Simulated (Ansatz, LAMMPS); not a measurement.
**Glassy 59SiO2-21CaO-14ZnO-7Cr2O3 (mol %) (81 atoms): support functions against a reference**

Wanted: errors and times of a linear-scaling basis for glassy 59SiO2-21CaO-14ZnO-7Cr2O3 (mol %) (81 atoms). A setting counts as converged where the r.m.s. difference of forces stays under 1 % of the r.m.s. force.

Method: Kohn-Sham DFT, PBE, PAW (set soft_2), plane waves, in Ansatz 0.2.0.

### 1. Starting point

The cell holds 81 atoms: 17 Si, 6 Ca, 4 Zn, 4 Cr and 50 O. Cell: a = 10.304 Å, b = 10.304 Å, c = 10.304 Å, α = 90.0°, β = 90.0°, γ = 90.0°. 81 atoms (17 Si, 6 Ca, 4 Zn, 4 Cr, 50 O) placed at random at 2.92 g/cm³, melted at 4000 K for 10 ps at fixed volume with the Morse and Coulomb pair potential with partial charges (Pedone, Malavasi, Menziani, Cormack and Segre, J. Phys. Chem. B 110, 11780 (2006)). Quenched from 4000 K to 300 K at 20 K/ps and fixed volume, held 10 ps at zero pressure.

Limits known from the start: The quench rate of 20 K/ps is orders of magnitude faster than experiment, which tends to freeze in extra defects. The network of bonds at the start is that of the classical potential that made the cell, and needn't be the one that DFT or experiment would give. Without a Hubbard term or exact exchange, open shells on Cr are likely too delocalised. Sampling is at Γ alone, for a cell whose shortest periodic width is 10 Å.

### 2. The classical run that made the cell

A classical potential supplies the starting structure, since it reaches far longer times than DFT.

This step: classical MD, Morse and Coulomb pair potential with partial charges (Pedone, Malavasi, Menziani, Cormack and Segre, J. Phys. Chem. B 110, 11780 (2006)) (LAMMPS 22 Jul 2025 - Update 4).

File in.lmp:

```
# melt-quench of Si17Ca6Zn4Cr4O50
units metal
atom_style charge
boundary p p p
region box block 0 10.4128 0 10.4128 0 10.4128
create_box 5 box
mass 1 28.0850   # Si
mass 2 40.0780   # Ca
mass 3 65.3800   # Zn
mass 4 51.9961   # Cr
mass 5 15.9990   # O
create_atoms 1 random 17 420533 NULL overlap 1.5 maxtry 2000
create_atoms 2 random 6 420540 NULL overlap 1.5 maxtry 2000
create_atoms 3 random 4 420547 NULL overlap 1.5 maxtry 2000
create_atoms 4 random 4 420554 NULL overlap 1.5 maxtry 2000
create_atoms 5 random 50 420561 NULL overlap 1.5 maxtry 2000
pair_style hybrid/overlay pedone 5.5 coul/long 8.0
pair_coeff * * coul/long
pair_coeff 1 5 pedone 0.340554 2.006700 2.100000 1   # Si-O
pair_coeff 2 5 pedone 0.030211 2.241334 2.923245 5   # Ca-O
pair_coeff 3 5 pedone 0.001221 3.150679 2.851850 1   # Zn-O
pair_coeff 4 5 pedone 0.399561 1.785079 2.340810 1   # Cr-O
pair_coeff 5 5 pedone 0.042395 1.379316 3.618701 22   # O-O
set type 1 charge 2.4
set type 2 charge 1.2
set type 3 charge 1.2
set type 4 charge 1.8
set type 5 charge -1.2
kspace_style pppm 1.0e-4
neigh_modify delay 0 every 1 check yes
thermo_style custom step time temp pe press density
thermo_modify norm yes
timestep 0.002
thermo 100
# [... 15 lines left out ...]
fix md all nvt temp 4000 300 0.2
run 92500 post no
unfix md
thermo 1666
fix md all npt temp 300 300 0.2 iso 0 0 2
run 5000 post no
unfix md
write_dump all custom glass.dump id type xs ys zs modify sort id
```

Started as:

```bash
$ lmp -in in.lmp -log none -nocite
```

Numbers of over 12 decimals in the logs are rounded to 6 here.

Output:

```text
LAMMPS (22 Jul 2025 - Update 4)
Created orthogonal box = (0 0 0) to (10.4128 10.4128 10.4128)
Created 17 atoms
Created 6 atoms
Created 4 atoms
Created 4 atoms
Created 50 atoms
PPPM initialization ...
  G vector (1/distance) = 0.38659176
  grid = 12 12 12
  estimated relative force accuracy = 4.5736309e-05
   Step          Time           Temp          PotEng         Press         Density
         0   0              0             -2.6862858      682653.11      2.9229719
        71   0.142          0             -14.427821     -9052.4378      2.9229719
Loop time of 0.0351973 s on 1 MPI rank(s) for 71 steps with 81 atoms
Minimization stats:
  Stopping criterion = energy tolerance
  Energy initial, next-to-last, final =
     -2.68628576666075  -14.4264226873475  -14.4278206284294
  Force two-norm initial, final = 283.16444 2.0124538
  Iterations, force evaluations = 71 89
   Step          Time           Temp          PotEng         Press         Density
         0   0              4000          -14.427821      30079.48       2.9229719
       500   1              2050.7368     -14.256416      12547.765      2.9229719
      1000   2              1823.099      -14.29161      -8436.3931      2.9229719
Loop time of 0.326653 s on 1 MPI rank(s) for 1000 steps with 81 atoms
   Step          Time           Temp          PotEng         Press         Density
      1000   2              1823.099      -14.29161      -8436.3931      2.9229719
      1666   3.332          4536.8994     -13.994648      35253.579      2.9229719
      2499   4.998          3829.0151     -14.026031      32656.107      2.9229719
      3332   6.664          4333.5762     -13.977888      34722.083      2.9229719
      4165   8.33           4273.5113     -13.92143      -25399.332      2.9229719
      4998   9.996          3507.2067     -13.973532      21145.03       2.9229719
      5831   11.662         4424.2734     -14.010993      41068.62       2.9229719
[... 1 line left out ...]
Loop time of 1.67324 s on 1 MPI rank(s) for 5000 steps with 81 atoms
   Step          Time           Temp          PotEng         Press         Density
[... 12 lines left out ...]
Loop time of 29.4963 s on 1 MPI rank(s) for 92500 steps with 81 atoms
   Step          Time           Temp          PotEng         Press         Density
[... 1 line left out ...]
     99960   199.92         290.91586     -14.625616     -6611.8324      3.0646936
    101626   203.252        271.47968     -14.618487     -6707.5053      3.0711165
    103292   206.584        301.95272     -14.621693      3528.9085      3.0632046
    103500   207            266.32478     -14.618735     -10927.8        3.0166784
Loop time of 2.16887 s on 1 MPI rank(s) for 5000 steps with 81 atoms
```

Elapsed: 34 s, on 1 thread of Arm Neoverse V2, shared host; peak memory 0.07 GiB.

### 3. Plane-wave single point

The first run fixes the reference, at a cutoff of 420 eV.

File input.yaml:

```yaml
crystal:
  lattice:
    - [10.30385, 0.0, 0.0]
    - [0.0, 10.30385, 0.0]
    - [0.0, 0.0, 10.30385]
  atoms:
    - { symbol: Si, position: [0.77044, 0.80936, 0.08742] }
    - { symbol: Si, position: [0.53472, 0.65241, 0.74446] }
    - { symbol: Si, position: [0.19775, 0.75447, 0.61119] }
    - { symbol: Si, position: [0.1815, 0.97602, 0.29388] }
    - { symbol: Si, position: [0.41967, 0.34781, 0.4261] }
    - { symbol: Si, position: [0.50329, 0.7158, 0.16738] }
    - { symbol: Si, position: [0.55684, 0.40651, 0.89692] }
    - { symbol: Si, position: [0.4033, 0.01859, 0.08816] }
    - { symbol: Si, position: [0.91885, 0.53009, 0.47987] }
    - { symbol: Si, position: [0.90358, 0.81079, 0.56326] }
    - { symbol: Si, position: [0.98297, 0.23037, 0.67664] }
    - { symbol: Si, position: [0.06733, 0.7663, 0.12877] }
    - { symbol: Si, position: [0.81058, 0.67836, 0.81937] }
    - { symbol: Si, position: [0.67065, 0.01836, 0.5767] }
    - { symbol: Si, position: [0.1021, 0.45806, 0.06962] }
    - { symbol: Si, position: [0.38828, 0.06725, 0.49964] }
    - { symbol: Si, position: [0.68719, 0.12101, 0.13423] }
    - { symbol: Ca, position: [0.32994, 0.31059, 0.7698] }
    - { symbol: Ca, position: [0.11056, 0.27693, 0.34569] }
    - { symbol: Ca, position: [0.17869, 0.99294, 0.81732] }
    - { symbol: Ca, position: [0.62526, 0.58056, 0.40869] }
    - { symbol: Ca, position: [0.29507, 0.69296, 0.93156] }
    - { symbol: Ca, position: [0.80934, 0.02198, 0.87211] }
    - { symbol: Zn, position: [0.45384, 0.95516, 0.77225] }
    - { symbol: Zn, position: [0.20195, 0.53671, 0.36708] }
    - { symbol: Zn, position: [0.86369, 0.13515, 0.40669] }
    - { symbol: Zn, position: [0.42331, 0.79975, 0.47725] }
    - { symbol: Cr, position: [0.8317, 0.3674, 0.92694], spin: -3.0 }
    - { symbol: Cr, position: [0.0785, 0.50178, 0.76883], spin: 3.0 }
    - { symbol: Cr, position: [0.68833, 0.34448, 0.6215], spin: 3.0 }
    - { symbol: Cr, position: [0.38426, 0.41677, 0.13668], spin: 3.0 }
    - { symbol: O, position: [0.67452, 0.46473, 0.9716] }
    - { symbol: O, position: [0.46658, 0.41246, 0.2934] }
    - { symbol: O, position: [0.47162, 0.51638, 0.8108] }
    - { symbol: O, position: [0.14576, 0.83069, 0.25284] }
    - { symbol: O, position: [0.73132, 0.96364, 0.08906] }
    - { symbol: O, position: [0.12001, 0.8239, 0.00129] }
    - { symbol: O, position: [0.49604, 0.76742, 0.82998] }
    - { symbol: O, position: [0.18068, 0.48547, 0.9427] }
    - { symbol: O, position: [0.48539, 0.72326, 0.32082] }
    - { symbol: O, position: [0.08371, 0.61121, 0.11983] }
    - { symbol: O, position: [0.73509, 0.13406, 0.26887] }
    - { symbol: O, position: [0.91522, 0.79331, 0.14323] }
    - { symbol: O, position: [0.87116, 0.68196, 0.47198] }
    - { symbol: O, position: [0.75257, 0.20104, 0.0139] }
    - { symbol: O, position: [0.29951, 0.86377, 0.65385] }
    - { symbol: O, position: [0.99958, 0.51858, 0.60481] }
    - { symbol: O, position: [0.52398, 0.37199, 0.5305] }
    - { symbol: O, position: [0.68846, 0.61421, 0.75646] }
    - { symbol: O, position: [0.98384, 0.36982, 0.0432] }
    - { symbol: O, position: [0.7785, 0.77398, 0.93935] }
    - { symbol: O, position: [0.44179, 0.86414, 0.11594] }
    - { symbol: O, position: [0.35371, 0.11875, 0.63781] }
    - { symbol: O, position: [0.00533, 0.49082, 0.36184] }
    - { symbol: O, position: [0.98545, 0.08715, 0.74998] }
    - { symbol: O, position: [0.78235, 0.46026, 0.50912] }
    - { symbol: O, position: [0.27517, 0.39008, 0.44811] }
    - { symbol: O, position: [0.86462, 0.30961, 0.75164] }
    - { symbol: O, position: [0.41191, 0.18926, 0.4114] }
    - { symbol: O, position: [0.51473, 0.67625, 0.59514] }
    - { symbol: O, position: [0.18274, 0.66132, 0.73025] }
    - { symbol: O, position: [0.11098, 0.31318, 0.73871] }
    - { symbol: O, position: [0.06044, 0.061, 0.32909] }
    - { symbol: O, position: [0.20539, 0.40889, 0.18426] }
    - { symbol: O, position: [0.60581, 0.3208, 0.7843] }
    - { symbol: O, position: [0.6581, 0.72858, 0.15287] }
    - { symbol: O, position: [0.8044, 0.93574, 0.51931] }
    - { symbol: O, position: [0.362, 0.02005, 0.93353] }
    - { symbol: O, position: [0.97519, 0.23404, 0.52628] }
    - { symbol: O, position: [0.44596, 0.3361, 0.97961] }
    - { symbol: O, position: [0.24823, 0.67595, 0.48946] }
    - { symbol: O, position: [0.28853, 0.9708, 0.41451] }
    - { symbol: O, position: [0.64112, 0.98101, 0.7257] }
    - { symbol: O, position: [0.7117, 0.16107, 0.56025] }
    - { symbol: O, position: [0.8682, 0.76917, 0.7111] }
    - { symbol: O, position: [0.53246, 0.98396, 0.50603] }
    - { symbol: O, position: [0.42383, 0.60724, 0.10374] }
    - { symbol: O, position: [0.05942, 0.82607, 0.57346] }
    - { symbol: O, position: [0.27387, 0.03754, 0.17894] }
    - { symbol: O, position: [0.90635, 0.56634, 0.86772] }
    - { symbol: O, position: [0.52564, 0.11197, 0.12553] }
magnetization:
  spin_polarized: true
kpoints:
  mp_grid: { grid: [1, 1, 1] }
hamiltonian:
  xc: pbe
scf:
  occupations: { method: fermi_dirac, width: 0.05 }
output:
  forces: true
  stress: true
  populations: intrinsic
  dos:
    method: { smearing: { sigma: 0.1 } }
    de: 0.1
    projected: { site_lists: { Ca: [Ca], Cr: [Cr], O: [O], Si: [Si], Zn: [Zn] } }
  eigenvalues: true
  write_density: true
  write_potential: true
  volumetric_format: npy
```

Started as:

```bash
$ ansatz run input.yaml --threads 8 --pin off --max-ram 15872MiB --backend cpu --events-out ev --progress --plain --runs-dir out
```

Output:

```text
Engine: ansatz 0.2.0, aarch64-unknown-linux-gnu
Pseudopotentials: kind: paw
Pseudopotential: Si, paw, valence charge 4, recommended cutoff 420 eV (normal), Si.paw.azcp
Pseudopotential: Ca, paw, valence charge 10, recommended cutoff 420 eV (normal), Ca.paw.azcp
Pseudopotential: Zn, paw, valence charge 12, recommended cutoff 420 eV (normal), Zn.paw.azcp
Pseudopotential: Cr, paw, valence charge 14, recommended cutoff 420 eV (normal), Cr.paw.azcp
Pseudopotential: O, paw, valence charge 6, recommended cutoff 420 eV (normal), O.paw.azcp
[... 5 lines on functional and potentials left out ...]
Crystal: 81 atoms, lattice volume = 1093.953 Å³
Basis set: ecut = 420 eV, 21367 PW (Γ), exchange–correlation on 144×144×144 points (8 copies of the dense FFT grid, shifted against one another)
Bands: 353, of which v1, the nominal top of the filled ones, is band 266 counted from 1 (265 counted from 0)
Symmetry: 1 space group operations
Space group: P1 (ITA 1), of the structure as read, at distance tolerance 1.0e-4 Å
Magnetic group: BNS 1.1 (UNI 1), of the structure as read, at distance tolerance 1.0e-4 Å
k-points: 1
[... 11 lines on functional and potentials left out ...]
Initial density: superposition of atomic densities (chi_scale 0.1, normalization cell, long waves 1 % of neutral atoms (reshape's long-wave potential 1.01 eV rms, cloud 2.42 Å wide))
Starting moments: Σ|m| = 12 μB on 4 of 81 sites
Initial wavefunctions: pseudopotential atomic-orbital guess
Functional: x = pbe(κ = 0.804, μ = 0.219515), c = pbe(β = 0.066725)
SCF iter   1: F=—  HF=-76980.323854 eV  |F-HF|=—  |Δ(HF+E_count)|=         —  Δρ=6.03e-2 (↑6.03e-2 ↓4.80e-2)  dr2=1.88e2  dr2_m=2.81e0  M=9.343 μB ∫|m|=15.298 μB  β_m=0.30  ethr=3.10e-3  ⟨swp⟩=9.0  Hψ=3453  notcnv=0  defer=80
preconditioner: auto → Kerker (q_TF=auto, 2.419 Å⁻¹)  [metal: Δε(μ)=0.004 eV  Ē_g=12.310 eV  σ=0.050 eV  W_gap=0.02  n_scr=250 (ndim 8)  ℏωp=23.9 eV  f_vac=0.056  D(μ)=26.59/eV (n_scr^D=170)]
spin=Collinear: Kerker preconditioning applied to the charge; magnetization (m = ρ↑ − ρ↓) channel mixes plain (no charge-response kernel on spin).
SCF iter   2: F=—  HF=-76962.301840 eV  |F-HF|=—  |Δ(HF+E_count)|=    1.80e1  Δρ=6.11e-2 (↑6.11e-2 ↓3.79e-2)  dr2=1.40e2  dr2_m=7.57e0  M=3.932 μB ∫|m|=12.467 μB  β_m=0.30  ethr=3.10e-3  ⟨swp⟩=3.0  Hψ=1405  notcnv=0  defer=130
SCF iter   3: F=—  HF=-76960.188728 eV  |F-HF|=—  |Δ(HF+E_count)|=    2.11e0  Δρ=8.42e-2 (↑5.65e-2 ↓8.42e-2)  dr2=3.28e2  dr2_m=1.12e1  M=6.130 μB ∫|m|=8.065 μB  β_m=0.30  ethr=3.10e-3  ⟨swp⟩=2.0  Hψ=1384  notcnv=0  defer=134
SCF iter   4: F=—  HF=-76947.683721 eV  |F-HF|=—  |Δ(HF+E_count)|=    1.25e1  Δρ=3.30e-2 (↑3.30e-2 ↓2.81e-2)  dr2=6.83e1  dr2_m=2.16e0  M=4.969 μB ∫|m|=12.609 μB  β_m=0.30  ethr=3.10e-3  ⟨swp⟩=3.0  Hψ=1667  notcnv=0  defer=151
SCF iter   5: F=—  HF=-76943.215463 eV  |F-HF|=—  |Δ(HF+E_count)|=    4.47e0  Δρ=1.56e-2 (↑1.56e-2 ↓1.52e-2)  dr2=1.85e1  dr2_m=8.53e-1  M=6.619 μB ∫|m|=12.594 μB  β_m=0.30  ethr=3.10e-3  ⟨swp⟩=4.0  Hψ=1509  notcnv=0  defer=151
SCF iter   6: F=—  HF=-76941.736984 eV  |F-HF|=—  |Δ(HF+E_count)|=    1.48e0  Δρ=1.49e-2 (↑1.49e-2 ↓1.12e-2)  dr2=1.37e1  dr2_m=8.30e-1  M=6.159 μB ∫|m|=12.562 μB  β_m=0.30  ethr=3.10e-3  ⟨swp⟩=3.0  Hψ=1129  notcnv=0  defer=147
SCF iter   7: F=—  HF=-76940.342733 eV  |F-HF|=—  |Δ(HF+E_count)|=    1.39e0  Δρ=1.30e-2 (↑1.30e-2 ↓1.02e-2)  dr2=8.50e0  dr2_m=7.24e-1  M=7.002 μB ∫|m|=12.619 μB  β_m=0.30  ethr=2.57e-3  ⟨swp⟩=3.0  Hψ=1013  notcnv=0  defer=148
SCF iter   8: F=—  HF=-76939.752614 eV  |F-HF|=—  |Δ(HF+E_count)|=   5.90e-1  Δρ=8.50e-3 (↑6.82e-3 ↓8.50e-3)  dr2=4.55e0  dr2_m=2.28e-1  M=5.898 μB ∫|m|=12.586 μB  β_m=0.30  ethr=1.60e-3  ⟨swp⟩=3.0  Hψ=711  notcnv=0  defer=149
[...]
SCF iter  29: F=—  HF=-76938.881290 eV  |F-HF|=—  |Δ(HF+E_count)|=   1.44e-9  Δρ=3.84e-6 (↑3.84e-6 ↓2.74e-6)  dr2=3.13e-7  dr2_m=3.77e-8  M=6.092 μB ∫|m|=12.557 μB  β_m=0.79  ethr=1.12e-9  ⟨swp⟩=2.0  Hψ=1071  notcnv=0  defer=150
SCF iter  30: F=—  HF=-76938.881290 eV  |F-HF|=—  |Δ(HF+E_count)|=   1.46e-7  Δρ=2.61e-6 (↑2.21e-6 ↓2.61e-6)  dr2=1.68e-7  dr2_m=1.93e-8  M=6.092 μB ∫|m|=12.557 μB  β_m=0.79  ethr=5.89e-11  ⟨swp⟩=2.0  Hψ=1088  notcnv=0  defer=150
SCF iter  31: F=—  HF=-76938.881290 eV  |F-HF|=—  |Δ(HF+E_count)|=   4.81e-8  Δρ=2.14e-6 (↑2.14e-6 ↓1.64e-6)  dr2=1.13e-7  dr2_m=9.69e-9  M=6.092 μB ∫|m|=12.557 μB  β_m=0.79  ethr=1.88e-11  ⟨swp⟩=22.0  Hψ=6153  notcnv=0
SCF iter  32: F=—  HF=-76938.881290 eV  |F-HF|=—  |Δ(HF+E_count)|=   2.33e-8  Δρ=1.90e-6 (↑1.90e-6 ↓1.52e-6)  dr2=1.12e-7  dr2_m=6.45e-9  M=6.092 μB ∫|m|=12.557 μB  β_m=0.65  ethr=1.88e-11  ⟨swp⟩=7.0  Hψ=3639  notcnv=0
SCF iter  33: F=-76938.881290 eV  HF=-76938.881290 eV  |F-HF|=6.72e-9  |Δ(HF+E_count)|=   8.82e-9  Δρ=8.03e-7 (↑8.03e-7 ↓6.20e-7)  dr2=1.16e-8  dr2_m=1.77e-9  M=6.092 μB ∫|m|=12.557 μB  ethr=1.88e-11  ⟨swp⟩=5.0  Hψ=3621  notcnv=0
SCF 1 converged in 33 iterations: F = -76938.881290 eV  dr2 = 1.16e-8
[...]
SCF converged after 33 iterations
Magnetization: 6.0920 μB (269.0460 up, 262.9540 down)
Absolute magnetization: 12.5897 μB (∫|ρ↑−ρ↓|, with the PAW one-centre terms)
Spin contamination: 3.0352 ħ² per cell (⟨S²⟩ above its minimum at these occupations)
Per-site moments (μB) at R_I (Å): [(7.663875299896942e-5, 0.647970), (0.000100202, 0.630959), (0.00106822, 0.645681), (1.306605747952989e-5, 0.646231), (0.00334353, 0.635630), [...]
Free energy (F): -76938.881290 eV
Harris-Foulkes:  -76938.881290 eV  (|F-HF|=6.72e-9)
Internal energy: -76938.849348 eV  (E = F + TS)
E sigma→0 (E₀):  -76938.865319 eV
Entropy (-TS):   -0.031942 eV (-0.394 meV/atom)
Fermi energy:    5.976451 eV
--- Per-component energies (eV) ---
  E_band       = -3344.840131
  E_kinetic    = 13211.299719
  E_local      = -48794.691673  (includes V_loc(G=0)·N_el)
  E_nonlocal   = 6012.882314
  E_hartree    = 19277.235413
  E_xc         = -6584.724044
  E_vxc        = -7484.425517  (∫ρ·V_xc dr)
  E_paw        = -33929.421855  (= ΣΔE_a)
  E_vpaw       = -4844.501310  (= ΣTr[D̂ρ^β])
  E_aug_tail   = 0.126885  (compensation charges beyond the density's cutoff)
  E_ewald      = -26131.556108
  E_smearing   = -0.031942  (= −TS)
  E_closure    = -0.000000  (closes the sum)
  Σ components = -76938.881290   (vs F -76938.881290, Δ=0.00e0)
--- Forces (eV/Å), atoms counted from 1 ---
  atom   1  Si     0.84284246     1.94931437     1.10724227
  atom   2  Si     1.01760339    -2.06029186    -0.80347388
  atom   3  Si    -0.93928973    -0.02634231    -1.48301861
  atom   4  Si     1.26063876    -0.29381471    -0.26331001
  atom   5  Si    -0.21728036    -2.52863201    -0.67251882
  atom   6  Si    -0.75558537     5.95471952     1.15307395
  atom   7  Si    -0.53796903     2.01414179    -0.00609596
  atom   8  Si     0.42817784    -2.32125626     0.23218147
  atom   9  Si    -0.19850524     0.40630595     0.65984744
  atom  10  Si    -0.41944777    -1.03303681     0.00163759
  atom  11  Si     0.88904113    -0.10101262     3.77396434
  atom  12  Si    -0.18753875    -0.47052015     1.07799464
  atom  13  Si     0.65593664    -0.81970108     0.91662979
  atom  14  Si    -0.10596435    -2.63395784     1.28236132
[...]
atom  80  O      2.01053363    -2.06830871    -0.01365756
  atom  81  O     -0.17609407     0.26724709    -0.13850441
  max |Σ_I F_I| component: 4.26e-5 eV/Å
--- Stress (GPa, compression-positive) ---
        3.156345       0.729043      -0.869612
        0.729043       2.744099      -0.585627
       -0.869618      -0.585622       7.355221
  P = ⅓ Tr σ = 4.4186 GPa (44.186 kbar)
--- Band table (eV) ---
  k-point 0 ↑: bands = ["-67.6464", "-67.6077", "-67.2250", "-64.6674", [... 337 levels ...], "13.4650", "13.4869", "13.5787", "13.6288", "13.7123", "13.7941", "13.8202", "13.8725", "13.9952", "14.0554", "14.1115", "14.1820"]
  k-point 0 ↓: bands = ["-67.5643", "-64.7075", "-64.6387", "-64.3100", [... 337 levels ...], "13.4965", "13.5269", "13.6209", "13.6351", "13.7719", "13.8238", "13.8585", "13.9106", "14.0117", "14.1051", "14.1557", "14.2147"]
--- intrinsic populations: 81 sites ---
  site symbol       q [e]    m [muB]
     0     Si      2.2413     0.0001
     1     Si      2.3555     0.0009
     2     Si      2.3828     0.0084
[...]
80      O      6.8872     0.0009
  spilling = 0.000000 (of n_electrons = 532.000000)
```

The job ended after 37 s (8 threads of Arm Neoverse V2, shared host; peak memory 2.4 GiB; 4.7 min of CPU time).

The program notes that the stability of the SCF solution was not settled.

The run gave:

| Quantity | Value |
| --- | --- |
| free energy | -76938.8813 eV |
| free energy per atom | -949.8627 eV/atom |
| SCF cycles | 33 |
| pressure | 4.419 GPa |
| r.m.s. force component | 1.456 eV/Å |
| longest force | 6.691 eV/Å |
| Fermi energy | 5.976 eV |
| spacing of highest filled and lowest empty level | 0.2736 eV |
| levels partly filled by over 2 per cent | 3 |
| total moment | 6.092 μB |
| absolute moment | 12.59 μB |

The r.m.s. force component of 1.5 eV/Å sets the scale for the differences below.

(Part 1 of 3 ends here.)

[Logs are printed without paths, hosts, clocks, repeated set-up lines and the standing remarks that a program may print on its own settings, such as how far it seeks lower states.]

[Hosts, paths, dates, database ids (printed as entryN), source tags and the programs' standing remarks are cut or masked in the printed files.]
